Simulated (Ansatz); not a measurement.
# A convergence test on BaTiO3 (P4mm): k mesh of the hybrid

Aim: see how gap, energy and time of BaTiO3 (P4mm) follow the k mesh of the hybrid.

Calculated with Ansatz 0.2.0; DFT, HSE06, plane waves, PAW.

The database entry behind the starting cell differs from later determinations by our own check (c/a about 0.6 % short), so it need not match the best structure at ambient conditions.

### 1. The structure

It takes space group P4mm (No. 99, tetragonal). The conventional cell has a = 4.000 Å, b = 4.000 Å, c = 4.018 Å, α = 90.00°, β = 90.00°, γ = 90.00°. Nearest to Ba lie 12 O at 2.79 to 2.88 Å. Ti has 6 O at 1.89 to 2.13 Å nearest. O has 2 Ti at 1.89 to 2.13 Å and 4 Ba at 2.83 Å nearest. Nearest to O lie 2 Ti at 2.00 Å and 4 Ba at 2.79 to 2.88 Å. Farther neighbours and most contacts between anions are not listed.

The cell and positions come from the Crystallography Open Database and are kept as given unless a step says otherwise. Spin-orbit coupling is left out unless a step names it. The default PAW set here is soft_2. Its files were made with PBE.

### 2. k mesh of the hybrid: 2×2×2

The input, input.yaml:

```yaml
crystal:
  lattice:
    - [3.9998, 0.0, 0.0]
    - [0.0, 3.9998, 0.0]
    - [0.0, 0.0, 4.018]
  atoms:
    - { symbol: Ba, position: [0.0, 0.0, 0.0] }
    - { symbol: Ti, position: [0.5, 0.5, 0.49] }
    - { symbol: O, position: [0.5, 0.5, 0.019] }
    - { symbol: O, position: [0.5, 0.0, 0.517] }
    - { symbol: O, position: [0.0, 0.5, 0.517] }
kpoints:
  mp_grid: { grid: [2, 2, 2] }
  band_path:
    path:
      - [0.0, 0.0, 0.0]
      - [0.0, 0.5, 0.0]
      - [0.5, 0.5, 0.0]
      - [0.0, 0.0, 0.5]
      - [0.0, 0.5, 0.5]
      - [0.5, 0.5, 0.5]
    npoints: 1
hamiltonian:
  xc: hse06
scf:
  occupations: { method: fixed }
  n_extra_bands: 5
output:
  eigenvalues: true
  write_density: true
  write_potential: true
  elf: true
  volumetric_format: npy
```

Run with:

```sh
$ ansatz run input.yaml --threads 3 --pin off --max-ram 64512MiB --backend cuda --events-out ev --progress --plain --runs-dir out --devices 1 --max-vram 24GiB  # rebuilt from the run's record
```

Numbers of over 12 decimals in the logs are rounded to 6 here.

Output:

```text
scf.n_extra_bands = 5 over 20 filled bands (N_el = 40.0): the run solves 25 bands
exact exchange: scf.exx.singularity resolves to wigner_seitz, which cuts the screened interaction at the faces of the exchange supercell's Wigner-Seitz cell, so that each pair interacts once, at the shortest of its separations (the periodic images that this leaves out come, for a point-like exchange hole, to about 0.053 eV on a filled level). The cut falls within the interaction's reach, and what an exchange supercel [...]
GPUs: using 1 of 1 available (devices: 1).
Engine: ansatz 0.2.0, x86_64-unknown-linux-gnu
Pseudopotentials: kind: paw
Pseudopotential: Ba, paw, valence charge 10, recommended cutoff 420 eV (normal), Ba.paw.azcp
Pseudopotential: Ti, paw, valence charge 12, recommended cutoff 420 eV (normal), Ti.paw.azcp
Pseudopotential: O, paw, valence charge 6, recommended cutoff 420 eV (normal), O.paw.azcp
Functional definition: HSE06
  parameter a = 0.25
  parameter omega = 0.11/bohr
  exchange = pbe_x - a*pbe_x_sr(omega) + a*exact_x_sr(omega)
  correlation = pbe_c
davidson cushion auto → on  (no smearing: the cushion is to keep the highest requested band from converging to the state above it; pin scf.eigensolver.cushion to override)
device memory: the entry about to start is reckoned to put 1.0 GiB on a device that reports 74.2 GiB free (of which the cap on the GPU budget leaves the run 24.0 GiB)
GPU FFT provider: cuFFT
GPU libraries: cuBLAS 13.8.2, cuFFT 12.4.0, cuSOLVER 12.3.4
Crystal: 5 atoms, lattice volume = 64.282 Å³
Basis set: ecut = 420 eV, 1237 PW (Γ)
Bands: 25, of which v1, the nominal top of the filled ones, is band 20 counted from 1 (19 counted from 0)
Symmetry: 8 space group operations
Space group: P4mm (ITA 99), of the structure as read, at distance tolerance 4.0e-5 Å
k-points: 6 of 8
Non-local potential: Ba, projectors of the file, l = 0: 3, l = 1: 2, l = 2: 2, l = 3: 2
Non-local potential: Ti, projectors of the file, l = 0: 3, l = 1: 2, l = 2: 3, l = 3: 1
Non-local potential: O, projectors of the file, l = 0: 2, l = 1: 2, l = 2: 1
PAW form: soft (Blöchl's): semilocal exchange-correlation on the pseudo side does not see the compensation charge
PAW frozen core: Ba, regenerated for the run's functional, and the local potential with it (the file was generated under x = pbe(κ = 0.804, μ = 0.219515), c = pbe(β = 0.066725))
PAW frozen core: Ti, regenerated for the run's functional, and the local potential with it (the file was generated under x = pbe(κ = 0.804, μ = 0.219515), c = pbe(β = 0.066725))
PAW frozen core: O, regenerated for the run's functional, and the local potential with it (the file was generated under x = pbe(κ = 0.804, μ = 0.219515), c = pbe(β = 0.066725))
PAW one-centre angular grid: Ba, 194 points (default); XC on 64 Gauss nodes
PAW one-centre angular grid: Ti, 590 points (default); XC on 64 Gauss nodes
PAW one-centre angular grid: O, 110 points (default); XC on 96 Gauss nodes
Initial density: superposition of atomic densities (neutral atoms: chi_scale 0, normalization atom), corrected by the library's trained network
Initial wavefunctions: pseudopotential atomic-orbital guess
GPU buffer pool allocated for 19683 grid points (all kernels)
GPU transforms: local potential and band sums: pruned to the plane-wave sphere, on 27×27×27
Functional: x = pbe(κ = 0.804, μ = 0.219515), c = pbe(β = 0.066725), warm-up for x = pbe(κ = 0.804, μ = 0.219515) + 0.25 (exact − pbe) at short range (hse, ω = 0.207870 Å⁻¹), c = pbe(β = 0.066725); HSE06 as pw.x's `hse` composes it (authors' and Libxc's form: `xc: wpbeh`)
SCF iter   1: F=—  HF=-10158.960845 eV  |F-HF|=—  |Δ(HF+E_count)|=         —  Δρ=1.26e-2  dr2=1.11e-1  ethr=1.77e-3  ⟨swp⟩=7.3  Hψ=731  notcnv=0
preconditioner: auto → none  [insulator: Δε(μ)=1.820 eV  Ē_g=11.823 eV  n_scr=18 (ndim 8)  ℏωp=26.2 eV  f_vac=0.000]
[...]
SCF iter   3: F=—  HF=-10162.844502 eV  |F-HF|=—  |Δ(HF+E_count)|=   1.52e-1  Δρ=4.39e-3  dr2=1.76e-2  ethr=2.92e-6  ⟨swp⟩=7.3  Hψ=727  notcnv=0  defer=1
SCF iter   4: F=—  HF=-10162.869631 eV  |F-HF|=—  |Δ(HF+E_count)|=   2.51e-2  Δρ=2.54e-3  dr2=5.93e-3  ethr=2.92e-6  ⟨swp⟩=4.0  Hψ=555  notcnv=0
SCF iter   5: F=—  HF=-10162.868352 eV  |F-HF|=—  |Δ(HF+E_count)|=   1.28e-3  Δρ=8.41e-4  dr2=2.46e-4  ethr=2.92e-6  ⟨swp⟩=4.2  Hψ=456  notcnv=0
SCF iter   6: F=—  HF=-10162.868761 eV  |F-HF|=—  |Δ(HF+E_count)|=   4.08e-4  Δρ=7.16e-4  dr2=2.46e-4  ethr=5.30e-7  ⟨swp⟩=4.0  Hψ=436  notcnv=0
SCF iter   7: F=-10162.868697 eV  HF=-10162.868698 eV  |F-HF|=6.39e-7  |Δ(HF+E_count)|=   6.27e-5  Δρ=6.92e-5  dr2=3.46e-6  ethr=5.30e-7  ⟨swp⟩=3.5  Hψ=385  notcnv=0
SCF 2 stopped early in 7 iterations: F = -10162.868697 eV  dr2 = 3.46e-6
hybrid outer 1: dexx = +3.078e-2 eV, tail = 1.00e-4 eV
GPU FFT provider: cuFFT
GPU libraries: cuBLAS 13.8.2, cuFFT 12.4.0, cuSOLVER 12.3.4
GPU buffer pool allocated for 19683 grid points (all kernels)
GPU transforms: local potential and band sums: pruned to the plane-wave sphere, on 27×27×27
Exchange kernel: α = 0.2500, screened, ω = 0.2079 Å⁻¹, Wigner–Seitz truncation, v(0) = 779.5028 eV·Å³, q-mesh 2×2×2, nearest image of the exchange supercell L = 8.00 Å, pair-density grid 20×20×20, without the augmentation charges, whose exchange is taken in its separable form by FFT convolution over the k-point mesh (sized by the pseudopotential files, 27×27×27 at the most), smooth part of the exact exchange by density-matrix convolution in up to 566.0 MiB of GPU memory as planned if the GPU has room (build and FFT work areas not counted)
Frozen-core exchange: fock
SCF iter   1: F=—  HF=-10162.867815 eV  |F-HF|=—  |Δ(HF+E_count)|=         —  Δρ=1.25e-4  dr2=6.76e-6  ethr=1.25e-6  ⟨swp⟩=3.0  Hψ=356  notcnv=0
preconditioner: auto → none  [insulator: Δε(μ)=2.988 eV  Ē_g=13.721 eV  n_scr=18 (ndim 8)  ℏωp=26.2 eV  f_vac=0.000]
SCF iter   2: F=—  HF=-10162.867815 eV  |F-HF|=—  |Δ(HF+E_count)|=   2.31e-7  Δρ=4.21e-5  dr2=9.68e-7  ethr=1.30e-8  ⟨swp⟩=4.7  Hψ=520  notcnv=0
SCF iter   3: F=—  HF=-10162.867817 eV  |F-HF|=—  |Δ(HF+E_count)|=   2.32e-6  Δρ=2.11e-5  dr2=2.44e-7  ethr=1.46e-9  ⟨swp⟩=4.3  Hψ=461  notcnv=0
iter 4 solved again at ethr=3.20e-11 eV; its pass at ethr=5.31e-10 eV (dr2=1.28e-8 eV) is discarded
SCF iter   4: F=-10162.867817 eV  HF=-10162.867817 eV  |F-HF|=1.24e-8  |Δ(HF+E_count)|=   7.26e-8  Δρ=5.45e-6  dr2=1.65e-8  ethr=3.20e-11  ⟨swp⟩=4.2  Hψ=766  notcnv=0
SCF 3 converged in 4 iterations: F = -10162.867817 eV  dr2 = 1.65e-8
hybrid outer 2: dexx = +2.171e-6 eV, tail = 8.37e-8 eV, Δε = 4.93e-3 eV (about 1.55e-4 eV left of the loop's levels)
device memory: the entry about to start is reckoned to put 0.4 GiB on a device that reports 73.8 GiB free (of which the cap on the GPU budget leaves the run 24.0 GiB)
NSCF: frozen V_eff on 6 k-points
hybrid SCF converged: 2 outer / 11 inner (+5 warm-up), last move |dexx| = 2.17e-6 eV, tail = 8.37e-8 eV
Stability not checked: this state was not tested for a lower state beside it, because the functional holds exact exchange (a hybrid, or Hartree-Fock), whose exchange loop this test does not read (fock_operator; see scf.lower_state_search)
Free energy (F): -10162.867817 eV
Frozen-core exchange: fock
Harris-Foulkes:  -10162.867817 eV  (|F-HF|=1.24e-8)
Internal energy: -10162.867817 eV  (E = F + TS)
E sigma→0 (E₀):  -10162.867817 eV
Fermi energy:    9.370801 eV
--- Per-component energies (eV) ---
  E_band       = -224.698231
  E_kinetic    = 972.672669
  E_local      = -2088.171733  (includes V_loc(G=0)·N_el)
  E_nonlocal   = 196.066850
  E_hartree    = 812.476275
  E_xc         = -395.264494
  E_vxc        = -436.301573  (∫ρ·V_xc dr)
  E_exx        = -117.059267  (= α·E_x^exact, valence–valence)
  E_paw        = -6726.817431  (= ΣΔE_a)
  E_vpaw       = -259.806011  (= ΣTr[D̂ρ^β])
  E_aug_tail   = 0.007397  (compensation charges beyond the density's cutoff)
  E_ewald      = -2816.377938
  E_core_change = -0.400145  (= ΣΔE_core)
  E_smearing   = -0.000000  (= −TS)
  E_closure    = -0.000000  (closes the sum)
  Σ components = -10162.867817   (vs F -10162.867817, Δ=0.00e0)
--- Band table (eV; the first three rows and the last of 6) ---
  k-point 0: bands = [... 16 lower, 8.1076, 9.0489, 9.0800, 9.0800, 12.3577, 12.5660, 12.5660, 14.5583, ... 1 higher]
  k-point 1: bands = [... 16 lower, 7.2895, 7.3598, 8.6018, 8.6018, 12.4945, 14.2777, 14.2777, 14.5597, ... 1 higher]
  k-point 2: bands = [... 16 lower, 7.4119, 7.5395, 8.3338, 8.4351, 12.6849, 14.2276, 14.2439, 14.6319, ... 1 higher]
  k-point 5: bands = [... 16 lower, 6.8176, 9.2820, 9.2820, 9.3708, 14.9853, 14.9853, 15.0124, 17.5177, ... 1 higher]
```

Run time: 9.3 s. Hardware: 1 × NVIDIA H100 80GB HBM3 (shared by 3 runs) with 3 threads of AMD EPYC 7R13 (Zen 3), shared host; peak memory 1.1 GiB; 13 s of CPU time.

This step gave:

- gap: 2.987 eV
- valence top at: A
- conduction bottom at: Γ
- least direct gap: 3.278 eV
- exact-exchange fraction: 0.25

The gap is indirect, with the least direct gap 0.29 eV higher.

### 3. k mesh of the hybrid: 4×4×4

Changes to input.yaml since step 2:

```diff
@@ -12,3 +12,3 @@
 kpoints:
-  mp_grid: { grid: [2, 2, 2] }
+  mp_grid: { grid: [4, 4, 4] }
   band_path:
@@ -29,5 +29 @@
   eigenvalues: true
-  write_density: true
-  write_potential: true
-  elf: true
-  volumetric_format: npy
```

Output:

```text
[...]
GPUs: using 1 of 1 available (devices: 1).
[...]
GPU FFT provider: cuFFT
GPU libraries: cuBLAS 13.8.2, cuFFT 12.4.0, cuSOLVER 12.3.4
Crystal: 5 atoms, lattice volume = 64.282 Å³
Basis set: ecut = 420 eV, 1237 PW (Γ)
Bands: 25, of which v1, the nominal top of the filled ones, is band 20 counted from 1 (19 counted from 0)
[... 1 set-up line as in the run before ...]
[...]
k-points: 18 of 64 (time reversal used)
[...]
Fermi energy:    9.283855 eV
[...]
--- Band table (eV; the first three rows and the last of 18) ---
  k-point 0: bands = [... 16 lower, 8.0410, 9.0129, 9.0517, 9.0517, 12.5211, 12.7213, 12.7213, 14.6772, ... 1 higher]
  k-point 1: bands = [... 16 lower, 7.6439, 7.9575, 8.7933, 8.7933, 12.5928, 13.6294, 13.6294, 14.6776, ... 1 higher]
  k-point 2: bands = [... 16 lower, 7.2505, 7.2980, 8.5696, 8.5696, 12.6677, 14.4557, 14.4557, 14.6797, ... 1 higher]
  k-point 17: bands = [... 16 lower, 6.7956, 9.1953, 9.1953, 9.2839, 15.1797, 15.1797, 15.1995, 17.5071, ... 1 higher]
[key lines of the parts left out:]
Free energy (F): -10163.451616 eV
```

Elapsed: 17 s, on 1 × NVIDIA H100 80GB HBM3 (shared by 3 runs) with 3 threads; peak memory 1.2 GiB.

This step gave:

- gap: 3.237 eV
- valence top at: A
- conduction bottom at: Γ
- least direct gap: 3.469 eV

The gap is 3.237 eV, +0.250 eV from the run before at this level.

### 4. The series

Differences are against the last row; a negative gap means that bands overlap, and a run with a band path holds that path's time. Times are wall times on 1 × NVIDIA H100 80GB HBM3 (shared by 3 runs) with 3 threads of AMD EPYC 7R13 (Zen 3), shared host, good to a factor of about two.

```csv
k mesh of the hybrid,gap (eV),direct gap (eV),gap error (eV),energy error (meV/atom),irreducible k,time
2×2×2,2.987,3.278,−0.250,+116.8,6,9.3 s
4×4×4,3.237,3.469,+0.000,+0.0,18,17 s
```

### 5. Summary of results

| Item | Value |
| --- | --- |
| 2×2×2 | 2.987 eV |
| 4×4×4 | 3.237 eV |

**Reading.** The gap holds to 0.02 eV from 4×4×4 on, the last run itself, so the series does not show convergence. At 2×2×2 the gap is off by −0.250 eV and the energy by +117 meV/atom. The gap is read over the mesh and added points near the edges, so meshes differ mainly through the density and, for a hybrid, the exchange operator.

[Paths, hosts, dates, memory and timing lines, banners, echoed tables and standing remarks are left out of the program output.]

[Logs are printed without paths, hosts, clocks, repeated set-up lines and the standing remarks that a program may print on its own settings, such as how far it seeks lower states.]

[Runs of the session that timed out or met a known fault of the program may be left out.]

[Cells called generated may have been cut or substituted from an entry of the Crystallography Open Database or the Materials Project.]

[Hosts, paths, dates, database ids (printed as entryN), source tags and the programs' standing remarks are cut or masked in the printed files.]
